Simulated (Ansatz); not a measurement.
# Co (hcp): which axis gives way under pressure?

Cell and atoms of hcp Co are relaxed at set pressures, to see how each axis shrinks. The phase is followed to these pressures whether or not it stays the stable one.

Calculated with Ansatz 0.2.0, PBEsol, PAW files of the set soft_1, cutoff 600 eV, Fermi–Dirac smearing 0.05 eV, k-mesh 20×20×11, ferromagnetic start, no spin-orbit coupling.

Reference cell, relaxed at zero pressure with PBEsol (P6_3/mmc): a = 2.4567 Å, b = 2.4567 Å, c = 3.9682 Å, α = 90.00°, β = 90.00°, γ = 120.00°.

```
atom       x       y       z
  Co  0.3333  0.6667  0.7500
  Co  0.6667  0.3333  0.2500
```

| P (GPa) | a (Å) | c (Å) | c/a |
| --- | --- | --- | --- |
| −4.00 | 2.4704 | 3.9909 | 1.6155 |
| 0.00 | 2.4567 | 3.9682 | 1.6152 |
| 5.00 | 2.4411 | 3.9425 | 1.6151 |
| 10.00 | 2.4267 | 3.9187 | 1.6148 |
| 20.01 | 2.4010 | 3.8758 | 1.6142 |
| 30.00 | 2.3786 | 3.8387 | 1.6139 |

**Question.** Give the linear compressibility of each axis at zero pressure, and the edges at 15.00 GPa, a row left out above.

Least squares with l = l0 + l1 P + l2 P² gives for a: l0 = 2.4569 Å, l1 = −3.224e−3 Å/GPa, l2 = 2.06e−5 Å/GPa², so β = −l1/l0 = 1.312 × 10⁻³ GPa⁻¹ and the withheld edge is 2.4132 Å. The run itself gives 2.4134 Å, so the estimate misses by 0.0002 Å; the fitted rows themselves lie up to 0.0003 Å off the law.

Least squares with l = l0 + l1 P + l2 P² gives for c: l0 = 3.9686 Å, l1 = −5.332e−3 Å/GPa, l2 = 3.36e−5 Å/GPa², so β = −l1/l0 = 1.343 × 10⁻³ GPa⁻¹ and the withheld edge is 3.8962 Å. The run itself gives 3.8966 Å, so the estimate misses by 0.0004 Å; the fitted rows themselves lie up to 0.0004 Å off the law.

The compressibilities add to the volume compressibility, 2β_a + β_c = 3.968 × 10⁻³ GPa⁻¹, or B0 ≈ 252 GPa; a parabola over so wide a range errs a few per cent to the stiff side. The axes shrink nearly alike.

[Logs are printed without paths, hosts, clocks, repeated set-up lines and the standing remarks that a program may print on its own settings, such as how far it seeks lower states.]
